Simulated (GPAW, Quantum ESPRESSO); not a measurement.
# O K-edge XANES of La2O3 (P-3m1), part 2 of 2

Aim: the near-edge shape at the O K edge of La2O3 (P-3m1), and what the core hole does to it.

GPAW 26.7.0; X-ray absorption from dipole matrix elements to empty bands, plane-wave PAW PBE.

So far. Step 2 (The field without a hole): The mesh shows a gap of 3.92 eV, so the hole is first treated in a charged cell, without the excited electron. Step 3 (Spectrum without a core hole, O atom 3): Main maxima below 24 eV (height): 2.1 eV (2.64), 6.4 eV (2.08), 9.7 eV (0.82) and 15.2 eV (0.76). A K edge sees empty p states on the absorber.

## 5. Spectrum with FCH, O atom 3

The holes are 6.8 Å apart. In GPAW the data set carries the hole's charge, so charge=0 means a charged cell and charge=-1 a neutral one. The excited electron is left out and a uniform background balances the charge. After the field has converged, empty bands are computed with the density fixed and the dipole matrix elements are summed.

File xas.py:

```python
import numpy as np
from ase import Atoms
from ase.parallel import parprint, paropen
from gpaw import GPAW, PW, FermiDirac, Mixer, MixerDif, setup_paths
from gpaw.test import gen
setup_paths.insert(0, '.')
gen('O', name='fch1s', xcname='PBE', corehole=(1, 0, 1), write_xml=True)
from gpaw.mpi import world
world.barrier()

atoms = Atoms('La6O9',
    cell=[[-5.89616682, 3.4041535, 0],
     [-5.89616682, -3.4041535, 0],
     [3.93077788, 0, 6.11195352]],
    scaled_positions=[[0.41541189, 0.74874523, 0.24623568],
     [0.74874523, 0.08207856, 0.24623568],
     [0.08207856, 0.41541189, 0.24623568],
     [0.25125477, 0.91792144, 0.75376432],
     [0.58458811, 0.25125477, 0.75376432],
     [0.91792144, 0.58458811, 0.75376432],
     [0, 0, 0],
     [0.33333333, 0.33333333, 0],
     [0.66666667, 0.66666667, 0],
     [0.54863022, 0.88196355, 0.64589065],
     [0.88196355, 0.21529688, 0.64589065],
     [0.21529688, 0.54863022, 0.64589065],
     [0.11803645, 0.78470312, 0.35410935],
     [0.45136978, 0.11803645, 0.35410935],
     [0.78470312, 0.45136978, 0.35410935]],
    pbc=True)
atoms.calc = calc = GPAW(legacy_gpaw=True, mode=PW(500, force_complex_dtype=True), xc='PBE', setups={6: 'fch1s'},
    kpts={'size': (3, 3, 3), 'gamma': True}, occupations=FermiDirac(0.02),
    charge=0, mixer=Mixer(0.1, 5, 50), maxiter=150,
    convergence={'density': 0.0001, 'eigenstates': 1e-6}, txt='scf.txt')
energy = atoms.get_potential_energy() + calc.get_reference_energy()
ef = calc.get_fermi_level()
out = dict(energy=energy, fermi=ef, forces=atoms.get_forces().tolist())
parprint(f'all-electron energy {energy:.4f} eV, Fermi level {ef:.4f} eV')
ev = np.array([[calc.get_eigenvalues(k, s) for k in range(len(calc.get_ibz_k_points()))] for s in range(calc.get_number_of_spins())])
out['homo'], out['lumo'], out['counts'] = ev[ev < ef].max(), ev[ev > ef].min(), sorted(set((ev < ef).sum((0, 2)).tolist()))
out['filled'] = (ev[:, 0] < ef).sum(1).tolist()

from ase.units import Ha
from gpaw.xas import dipole_matrix_elements
nb = int(calc.get_number_of_electrons() / 2) + 179
top, nb = nb, nb + 8 + nb // 12
nscf = calc.fixed_density(kpts={'size': (3, 3, 3), 'gamma': True}, nbands=nb,
    convergence={'bands': top, 'eigenstates': 1e-5}, maxiter=60, txt='nscf.txt')
cell = atoms.cell.array
ops = [cell.T @ U.T @ np.linalg.inv(cell.T) for U in nscf.wfs.kd.symmetry.op_scc]
filled = [60]  # bands filled in the ground state, by spin
E = np.arange(-6, 34, 0.1)
fwhm = np.interp(E, [4, 25], [0.9, 3.5])
Y, X, zero, highest = 0, 0, 1e9, 1e9
for spin in range(nscf.get_number_of_spins()):
    wfs = nscf.wfs
    A = dipole_matrix_elements(wfs.setups[6])
    eps = np.zeros((wfs.kd.nibzkpts, nb))
    d = np.zeros((3, A.shape[1], wfs.kd.nibzkpts, nb), complex)
    for kpt in wfs.kpt_u:
        if kpt.s == spin and 6 in kpt.P_ani:
            eps[kpt.k] = kpt.eps_n * Ha
            d[:, :, kpt.k] = (kpt.weight * wfs.nspins / 2) ** 0.5 * np.inner(A, kpt.P_ani[6])
    world.sum(eps)
    world.sum(d)
    T = np.einsum('amkn,bmkn->abkn', d, d.conj()).real
    T = sum(np.einsum('ai,ijkn,bj->abkn', R, T, R) for R in ops) / len(ops)
    empty = np.ones_like(eps, bool) & (np.arange(nb) >= filled[spin])
    zero, highest = min(zero, eps[empty].min()), min(highest, eps[:, top - 1].min())
    lines = [(eps, T, empty)] if spin == 0 else lines + [(eps, T, empty)]
for eps, T, empty in lines:
    f = np.einsum('aakn->akn', T).reshape(3, -1)
    x = eps.ravel() - zero
    w = np.interp(x, E, fwhm) / 2.35482
    g = np.exp(-0.5 * ((E[:, None] - x) / w) ** 2) / (w * (2 * np.pi) ** 0.5)
    Y = Y + (f * empty.ravel()) @ g.T
    X = X + (f * ~empty.ravel()) @ g.T
out.update(E=E.round(2).tolist(), xas=Y.tolist(), xes=X.tolist(), zero=zero, valid=highest - zero, nk=len(eps), nb=nb)
for i in range(0, len(E), 10):
    parprint(f'{E[i]:7.2f}', *(f'{v:10.3e}' for v in Y[:, i]))
import json
with paropen('out.json', 'w') as f:
    json.dump(out, f)
```

Command:

```sh
OMP_NUM_THREADS=1 mpirun -n 4 gpaw python xas.py
```

Numbers of over 12 decimals in the logs are rounded to 6 here.

What it wrote:

```text
Input parameters:
  convergence: {density: 0.0001,
                eigenstates: 1e-06}
  kpts: {gamma: True,
         size: (3, 3, 3)}
  maxiter: 150
  mixer: {backend: pulay,
          beta: 0.1,
          method: separate,
          nmaxold: 5,
          weight: 50}
  mode: {ecut: 500.0,
         force_complex_dtype: True,
         name: pw}
  occupations: {fixmagmom: False,
                name: fermi-dirac,
                width: 0.02}
  setups: {6: fch1s}
  xc: PBE

Initialize ...

[... PAW data sets ...]

Reference energy: -1404491.608105  # eV

Spin-paired calculation

[... convergence settings ...]
Symmetries present (total): 2
  [... symmetry matrices ...]

27 k-points: 3 x 3 x 3 Monkhorst-Pack grid
14 k-points in the irreducible part of the Brillouin zone
       k-points in crystal coordinates                weights
   0:     0.00000000    0.00000000    0.00000000          1/27
   1:     0.00000000    0.00000000    0.33333333          2/27
   2:     0.00000000    0.33333333   -0.33333333          2/27
   3:     0.00000000    0.33333333    0.00000000          2/27
   4:     0.00000000    0.33333333    0.33333333          2/27
   5:     0.33333333   -0.33333333   -0.33333333          2/27
   6:     0.33333333   -0.33333333    0.00000000          2/27
   7:     0.33333333   -0.33333333    0.33333333          2/27
   8:     0.33333333    0.00000000   -0.33333333          2/27
   9:     0.33333333    0.00000000    0.00000000          2/27
          ...
  13:     0.33333333    0.33333333    0.33333333          2/27

Wave functions: Plane wave expansion
  Cutoff energy: 500.000 eV
  Number of coefficients (min, max): 6219, 6244
  Pulay-stress correction: 0.000000 eV/Ang^3 (de/decut=0.000000)
  Using FFTW library
  Wavefunction extrapolation:
    Improved wavefunction reuse through dual PAW basis

Occupation numbers: Fermi-Dirac:
  width: 0.0200  # eV

Eigensolver
   Davidson(niter=2)

Densities:
  Coarse grid: 36*36*40 grid
  Fine grid: 72*72*80 grid
  Total Charge: 1.000000

Density mixing:
  Method: separate
  Backend: pulay
  Linear mixing parameter: 0.1
  old densities: 5
  Width of damping distribution: 1.1
  Damping of long wavelength oscillations: 50

[... Hamiltonian set-up ...]
Number of atoms: 15
Number of atomic orbitals: 156
Number of bands in calculation: 76
Number of valence electrons: 120
Bands to converge: occupied

... initialized

Initializing position-dependent things.

Density initialized from atomic densities
Creating initial wave functions:
  76 bands from LCAO basis set

              La       La
                   O
                 La
             O        O
              O    La  O

             La  O    La
        O         O         O

Atomic positions and initial magnetic moments

Positions:
   0 La    -5.896167   -1.134718    1.504981    ( 0.0000,  0.0000,  0.0000)
   1 La    -3.930778    2.269436    1.504981    ( 0.0000,  0.0000,  0.0000)
   2 La    -1.965389   -1.134718    1.504981    ( 0.0000,  0.0000,  0.0000)
   3 La    -3.930778   -2.269436    4.606972    ( 0.0000,  0.0000,  0.0000)
   4 La    -1.965389    1.134718    4.606972    ( 0.0000,  0.0000,  0.0000)
   5 La    -5.896167    1.134718    4.606972    ( 0.0000,  0.0000,  0.0000)
   6 O      0.000000    0.000000    0.000000    ( 0.0000,  0.0000,  0.0000)
[...]
12 O     -3.930778   -2.269436    2.164300    ( 0.0000,  0.0000,  0.0000)
  13 O     -1.965389    1.134718    2.164300    ( 0.0000,  0.0000,  0.0000)
  14 O     -5.896167    1.134718    2.164300    ( 0.0000,  0.0000,  0.0000)

Unit cell:
           periodic     x           y           z      points  spacing
  1. axis:    yes   -5.896167    3.404154    0.000000    36     0.1559
  2. axis:    yes   -5.896167   -3.404154    0.000000    36     0.1559
  3. axis:    yes    3.930778    0.000000    6.111954    40     0.1528

  Lengths:   6.808307   6.808307   7.266842
  Angles:  117.933742 117.933742  60.000000

Effective grid spacing dv^(1/3) = 0.1679

iter:   1  -171.479892
iter:   2  -160.577825   +0.20  -0.84
iter:   3  -148.748385   +0.96  -0.94
iter:   4  -149.806967   +0.23  -1.34
iter:   5  -151.382992   +0.03  -1.40
iter:   6  -150.166664   -0.10  -1.47
iter:   7  -150.396930   -0.68  -1.93
iter:   8  -150.853639   -0.10  -1.83
[...]
iter:  13  -150.063393   -0.09  -1.56
iter:  14  -150.220156   -0.62  -2.27
iter:  15  -150.243858   -1.40  -2.29
iter:  16  -150.227978c  -1.90  -2.37
iter:  17  -150.254522c  -1.29  -2.62
iter:  18  -150.237628c  -2.09  -2.53
iter:  19  -150.233396c  -2.47  -2.81
iter:  20  -150.234314c  -2.63  -3.23
iter:  21  -150.234383c  -3.25  -3.25
iter:  22  -150.234218c  -3.06  -3.26
[...]
iter:  26  -150.234058c  -4.45  -3.83
iter:  27  -150.234110c  -4.31  -4.03c
iter:  28  -150.234101c  -4.92  -3.81
iter:  29  -150.234055c  -4.67  -3.82
iter:  30  -150.234069c  -5.14  -4.19c
iter:  31  -150.234069c  -4.73  -4.15c
iter:  32  -150.234063c  -5.14  -4.16c
iter:  33  -150.234063c  -5.89  -4.52c
iter:  34  -150.234063c  -5.96  -4.56c
iter:  35  -150.234063c  -6.44c -4.66c

Converged after 35 iterations.

Dipole moment: (-0.000000, -0.000000, -0.000000) |e|*Ang

Energy contributions relative to reference atoms: (reference = -1404491.608105)

Kinetic:       +132.725557
Potential:     -149.405770
External:        +0.000000
XC:            -130.578150
Entropy (-ST):   -0.000000
Local:           -2.975699
SIC:             +0.000000
--------------------------
Free energy:   -150.234063
Extrapolated:  -150.234063

Showing only first 2 kpts
 Kpt  Band  Eigenvalues  Occupancy
  0    58      8.02259    2.00000
  0    59      8.08467    2.00000
  0    60     12.28540    0.00000
  0    61     12.30658    0.00000

  1    58      8.00450    2.00000
  1    59      8.10231    2.00000
  1    60     12.06724    0.00000
[...]
Fermi level: 9.41113

Gap: 3.926 eV
Transition (v -> c):
  (s=0, k=2, n=59, [0.00, 0.33, -0.33]) -> (s=0, k=8, n=60, [0.33, 0.00, -0.33])
Direct/indirect transitions are different
Direct gap: 3.926 eV
Transition at: (s=0, k=2, n=59, [0.00, 0.33, -0.33])

Forces in eV/Ang:
  0 La    0.00522    1.12435    0.59216
  1 La    0.97246   -0.56775    0.59360
  2 La   -0.97671   -0.55873    0.59348
  3 La   -0.97246    0.56775   -0.59360
  4 La   -0.00522   -1.12435   -0.59216
  5 La    0.97671    0.55873   -0.59348
  6 O     0.00000    0.00000    0.00000
[...]
12 O    -0.10216   -0.05623   -0.25335
 13 O     0.10129   -0.06069   -0.25324
 14 O     0.00342    0.11799   -0.25330
Scalar-relativistic atomic PBE calculation for O (Oxygen, Z=8)
Core hole in 1s state (1s occupation: 1.0)
300 radial gridpoints.
|------------------------------------------------|
|------------------------------------------------|
[... the atom generator's iteration count ...]

Energy contributions:
-------------------------
Kinetic:      +54.482386
XC:            -6.221029
Potential:   -102.872811
-------------------------
Total:        -54.611454

state      eigenvalue         ekin         rmax
-----------------------------------------------
1s^1.0 :   -21.894578    30.998381        0.126
2s^2.0 :    -1.608483     4.112072        0.796
2p^4.0 :    -1.062351     3.814965        0.685
-----------------------------------------------
(units: Bohr and Hartree)

Generating PAW setup
Kinetic energy of the core from tauc = 31.023928
Cutoffs:
rc(s)=1.300
rc(p)=1.130
rc(d)=1.170
rc(vbar)=1.300
rc(comp)=1.260
rc(nct)=1.300

Kinetic energy of the core states: 30.998381
Charge: 1.0
Core electrons: 1.0
Valence electrons: 6.0
Pseudo-core charge: 0.000187
Shape function alpha=6.299
Pseudo-electron charge 5.288669
state    eigenvalue         norm
--------------------------------
2s(2) :    -1.608483     1.066038
*s    :    -0.608483
2p(4) :    -1.062351     0.789101
*p    :    -0.062351
*d    :     0.000000
--------------------------------

Diagonalizing with gridspacing h=0.050

state   all-electron     PAW
-------------------------------
2s:      -1.608483    -1.609927
2p:      -1.062351    -1.068630
*d:                   -0.061610
*f:                   -0.013338
-------------------------------
all-electron energy -1404641.8422 eV, Fermi level 9.4111 eV
[...]
31.00  3.919e-05  3.916e-05  5.635e-05
  32.00  3.921e-05  3.909e-05  5.396e-05
  33.00  3.926e-05  3.895e-05  5.017e-05
```

Elapsed: 7.4 min, on 4 MPI ranks of Arm Neoverse V1, shared host; peak memory 0.65 GiB; 29 min of CPU time.

The O K spectrum, O atom 3, full core hole (charged cell) (energy from the lowest empty level; intensity scaled to a mean of 1 over the first 20 eV; polarised curves are means over the symmetry-equivalent atoms):

| E (eV) | isotropic | ε ⊥ c | ε ∥ c |
| --- | --- | --- | --- |
| -2.0 | 0.00 | 0.00 | 0.00 |
| -1.0 | 0.00 | 0.00 | 0.00 |
| 0.0 | 0.28 | 0.32 | 0.18 |
| 1.0 | 2.58 | 2.76 | 2.22 |
| 2.0 | 2.04 | 2.30 | 1.53 |
| 3.0 | 1.06 | 0.94 | 1.30 |
| 4.0 | 1.00 | 0.44 | 2.12 |
| 5.0 | 1.54 | 1.23 | 2.15 |
| 6.0 | 1.80 | 2.45 | 0.51 |
| 7.0 | 0.70 | 0.98 | 0.14 |
| 8.0 | 0.46 | 0.59 | 0.22 |
| 9.0 | 0.70 | 0.74 | 0.61 |
| 10.0 | 0.70 | 0.51 | 1.09 |
| 11.0 | 0.53 | 0.40 | 0.77 |
| 12.0 | 0.51 | 0.43 | 0.68 |
| 13.0 | 0.64 | 0.51 | 0.90 |
| 14.0 | 0.82 | 0.66 | 1.14 |
| 15.0 | 0.84 | 0.77 | 0.99 |
| 16.0 | 0.80 | 0.86 | 0.69 |
| 17.0 | 0.78 | 0.90 | 0.55 |
| 18.0 | 0.84 | 0.99 | 0.54 |
| 19.0 | 0.92 | 1.08 | 0.61 |
| 20.0 | 0.96 | 1.08 | 0.74 |
| 21.0 | 1.02 | 1.06 | 0.94 |
| 22.0 | 1.10 | 1.08 | 1.13 |
| 23.0 | 1.14 | 1.08 | 1.27 |
| 24.0 | 1.14 | 1.06 | 1.29 |
| 25.0 | 1.08 | 1.04 | 1.16 |
| 26.0 | 0.99 | 1.00 | 0.98 |
| 27.0 | 0.88 | 0.90 | 0.84 |
| 28.0 | 0.78 | 0.78 | 0.77 |

Main maxima below 24 eV (height): 1.3 eV (3.01), 5.8 eV (1.83), 9.5 eV (0.75), 14.6 eV (0.85) and 23.4 eV (1.15). 

The hole costs E(hole) − E(ground) = 526.91 eV, and the lowest empty level of the hole cell on the spectrum's mesh lies at 12.06 eV, which puts the zero at 538.98 eV. One term is added: -8.91 eV, since the hole is spin-paired here and a spin-polarised one costs that much less in the free atom (computed apart). The photon energy is then 530.07 eV. The functional and the charged cell's background leave an error of a few eV in such absolute values.

## 6. Excitation energy, O atom 3

With the excited electron kept in the cell the system stays neutral, and the energy difference is an excitation energy by itself. In a small cell that electron takes up a good share of the lowest empty band, or all of one, which shifts the value from the true onset.

Changed against the first core-hole run: core hole to XCH, with the smearing that suits a partly filled band.

File scf.py:

```python
import numpy as np
from ase import Atoms
from ase.parallel import parprint, paropen
from gpaw import GPAW, PW, FermiDirac, Mixer, MixerDif, setup_paths
from gpaw.test import gen
setup_paths.insert(0, '.')
gen('O', name='fch1s', xcname='PBE', corehole=(1, 0, 1), write_xml=True)
from gpaw.mpi import world
world.barrier()

atoms = Atoms('La6O9',
    cell=[[-5.89616682, 3.4041535, 0],
     [-5.89616682, -3.4041535, 0],
     [3.93077788, 0, 6.11195352]],
    scaled_positions=[[0.41541189, 0.74874523, 0.24623568],
     [0.74874523, 0.08207856, 0.24623568],
     [0.08207856, 0.41541189, 0.24623568],
     [0.25125477, 0.91792144, 0.75376432],
     [0.58458811, 0.25125477, 0.75376432],
     [0.91792144, 0.58458811, 0.75376432],
     [0, 0, 0],
     [0.33333333, 0.33333333, 0],
     [0.66666667, 0.66666667, 0],
     [0.54863022, 0.88196355, 0.64589065],
     [0.88196355, 0.21529688, 0.64589065],
     [0.21529688, 0.54863022, 0.64589065],
     [0.11803645, 0.78470312, 0.35410935],
     [0.45136978, 0.11803645, 0.35410935],
     [0.78470312, 0.45136978, 0.35410935]],
    pbc=True)
atoms.calc = calc = GPAW(legacy_gpaw=True, mode=PW(500, force_complex_dtype=True), xc='PBE', setups={6: 'fch1s'},
    kpts={'size': (3, 3, 3), 'gamma': True}, occupations=FermiDirac(0.04),
    charge=-1, mixer=Mixer(0.1, 5, 50), maxiter=150,
    convergence={'density': 0.0001, 'eigenstates': 1e-6}, txt='scf.txt')
energy = atoms.get_potential_energy() + calc.get_reference_energy()
ef = calc.get_fermi_level()
out = dict(energy=energy, fermi=ef, forces=atoms.get_forces().tolist())
parprint(f'all-electron energy {energy:.4f} eV, Fermi level {ef:.4f} eV')
ev = np.array([[calc.get_eigenvalues(k, s) for k in range(len(calc.get_ibz_k_points()))] for s in range(calc.get_number_of_spins())])
out['homo'], out['lumo'], out['counts'] = ev[ev < ef].max(), ev[ev > ef].min(), sorted(set((ev < ef).sum((0, 2)).tolist()))
out['filled'] = (ev[:, 0] < ef).sum(1).tolist()
import json
with paropen('out.json', 'w') as f:
    json.dump(out, f)
```

Command:

```sh
OMP_NUM_THREADS=1 mpirun -n 4 gpaw python scf.py
```

What it wrote:

```text
Input parameters:
  charge: -1
  convergence: {density: 0.0001,
                eigenstates: 1e-06}
  kpts: {gamma: True,
         size: (3, 3, 3)}
  maxiter: 150
  mixer: {backend: pulay,
          beta: 0.1,
          method: separate,
          nmaxold: 5,
          weight: 50}
  mode: {ecut: 500.0,
         force_complex_dtype: True,
         name: pw}
  occupations: {fixmagmom: False,
[...]
2s(2) :    -1.608483     1.066038
*s    :    -0.608483
2p(4) :    -1.062351     0.789101
*p    :    -0.062351
*d    :     0.000000
--------------------------------

Diagonalizing with gridspacing h=0.050

state   all-electron     PAW
-------------------------------
2s:      -1.608483    -1.609927
2p:      -1.062351    -1.068630
*d:                   -0.061610
*f:                   -0.013338
-------------------------------
all-electron energy -1404629.7885 eV, Fermi level 12.0809 eV
[key lines of the parts left out:]
Converged after 29 iterations.
Dipole moment: (-0.000000, -0.000000, -0.000000) |e|*Ang
Free energy:   -138.200486
Fermi level: 12.08091
```

Elapsed: 2.6 min, on 4 MPI ranks; peak memory 0.41 GiB; 10 min of CPU time.

The total-energy difference is 538.96 eV. With the free-atom term of -8.91 eV for this edge, the photon energy is 530.05 eV.

## 7. What the core hole does

Both curves are counted from their own zero, so only the shift of weight within the empty states shows.

| E (eV) | no hole | FCH |
| --- | --- | --- |
| -2.0 | 0.00 | 0.00 |
| -1.0 | 0.00 | 0.00 |
| 0.0 | 0.11 | 0.28 |
| 1.0 | 0.97 | 2.58 |
| 2.0 | 2.64 | 2.04 |
| 3.0 | 1.84 | 1.06 |
| 4.0 | 0.92 | 1.00 |
| 5.0 | 1.54 | 1.54 |
| 6.0 | 1.98 | 1.80 |
| 7.0 | 1.52 | 0.70 |
| 8.0 | 0.71 | 0.46 |
| 9.0 | 0.76 | 0.70 |
| 10.0 | 0.80 | 0.70 |
| 11.0 | 0.57 | 0.53 |
| 12.0 | 0.48 | 0.51 |
| 13.0 | 0.53 | 0.64 |
| 14.0 | 0.67 | 0.82 |
| 15.0 | 0.75 | 0.84 |
| 16.0 | 0.72 | 0.80 |
| 17.0 | 0.62 | 0.78 |
| 18.0 | 0.64 | 0.84 |
| 19.0 | 0.74 | 0.92 |
| 20.0 | 0.77 | 0.96 |
| 21.0 | 0.77 | 1.02 |
| 22.0 | 0.82 | 1.10 |
| 23.0 | 0.91 | 1.14 |
| 24.0 | 0.95 | 1.14 |
| 25.0 | 0.94 | 1.08 |
| 26.0 | 0.91 | 0.99 |
| 27.0 | 0.87 | 0.88 |
| 28.0 | 0.80 | 0.78 |

With each curve scaled to its own mean, the area from −2 to 6 eV with the hole is 9.4 against 9.0, and the centre of weight from −1 to 20 eV moves by +0.3 eV (first and strongest maxima below 20 eV: 2.1 eV (2.64), 6.4 eV (2.08) and 9.7 eV (0.82) without the hole, 1.3 eV (3.01), 5.8 eV (1.83) and 14.6 eV (0.85) with it), while the pattern of peaks shifts by -0.6 eV; the shape changes all the same, by 38 % r.m.s.

## 8. Runs not followed above

These runs aren't followed: redraws of a spectrum that repeat one shown, runs with a planted fault or a state judged unsound, or a program's part that gave no sound spectrum.

| program | step | status | elapsed |
| --- | --- | --- | --- |
| Quantum ESPRESSO | ground state | converged | 4.8 min |
| Quantum ESPRESSO | no core hole | converged | 4.4 min |
| Quantum ESPRESSO | no core hole, redrawn | converged | 5.9 s |
| Quantum ESPRESSO | supercell ground state | timeout | 9.3 min |
| Quantum ESPRESSO | core-hole potential | converged | 0.68 s |
| Quantum ESPRESSO | supercell with FCH | converged | 9.6 min |
| Quantum ESPRESSO | spectrum with FCH | timeout | 5.7 min |
| Quantum ESPRESSO | supercell with XCH | timeout | 5.1 min |

## 9. Summary of results

| Quantity | Value |
| --- | --- |
| absorber and edge | O K, atom 3 of the ground-state input (counted from 1) |
| surroundings | 6 La at 2.72 Å (octahedral, site symmetry -3m) |
| highest intensity below 16 eV | 1.3 eV above the zero, height 3.01 |
| photon energy of the zero, with the added terms | 530.1 eV (raw 539.0 eV; uncertain by a few eV) |

**Reading.** The O K edge of atom 3, with 6 La at 2.72 Å (octahedral, site symmetry -3m), has its highest intensity of the first 16 eV at 1.3 eV above the zero, near 531 eV in photon energy (uncertain by a few eV), 3.0 times the mean level of the first 20 eV (Gaussian full width 0.9 eV up to 4 eV, rising linearly to 3.5 eV at 25 eV). With each curve scaled to its own mean, the area from −2 to 6 eV with the hole is 9.4 against 9.0, and the centre of weight from −1 to 20 eV moves by +0.3 eV (first and strongest maxima below 20 eV: 2.1 eV (2.64), 6.4 eV (2.08) and 9.7 eV (0.82) without the hole, 1.3 eV (3.01), 5.8 eV (1.83) and 14.6 eV (0.85) with it), while the pattern of peaks shifts by -0.6 eV; the shape changes all the same, by 38 % r.m.s. The neutral-cell energy lies -0.0 eV from the charged-cell zero, a gap made of the charged-cell error and of where the added electron settles. At the O K edge of atom 3 polarisation matters most near 6.1 eV, where the curves differ by 2.0 on this scale. The same cell was also set up in Quantum ESPRESSO; that part failed, was judged unsound or used a data set known to give false states; its runs are listed without their results. The crystal has 2 inequivalent O sites and not all are shown here, while a measurement adds them all. The mesh is coarse (0.37 Å⁻¹ between points), so small maxima may be mesh ripples. The structure is a computed Materials Project entry and may be a hypothetical form.

[Banner, clock and machine lines of the logs are left out without a mark of their own.]

[Logs are printed without paths, hosts, clocks, repeated set-up lines and the standing remarks that a program may print on its own settings, such as how far it seeks lower states.]

[Hosts, paths, dates, database ids (printed as entryN), source tags and the programs' standing remarks are cut or masked in the printed files.]

[Lists of maxima count a maximum above −3 eV only where it reaches 4 % of the highest in the window and stands out from its surroundings by 2 % of it (1.5 % where it reaches 55 %); shoulders and weaker maxima are passed over, and of the rest the first, up to two pre-edge ones and the few strongest are named.]
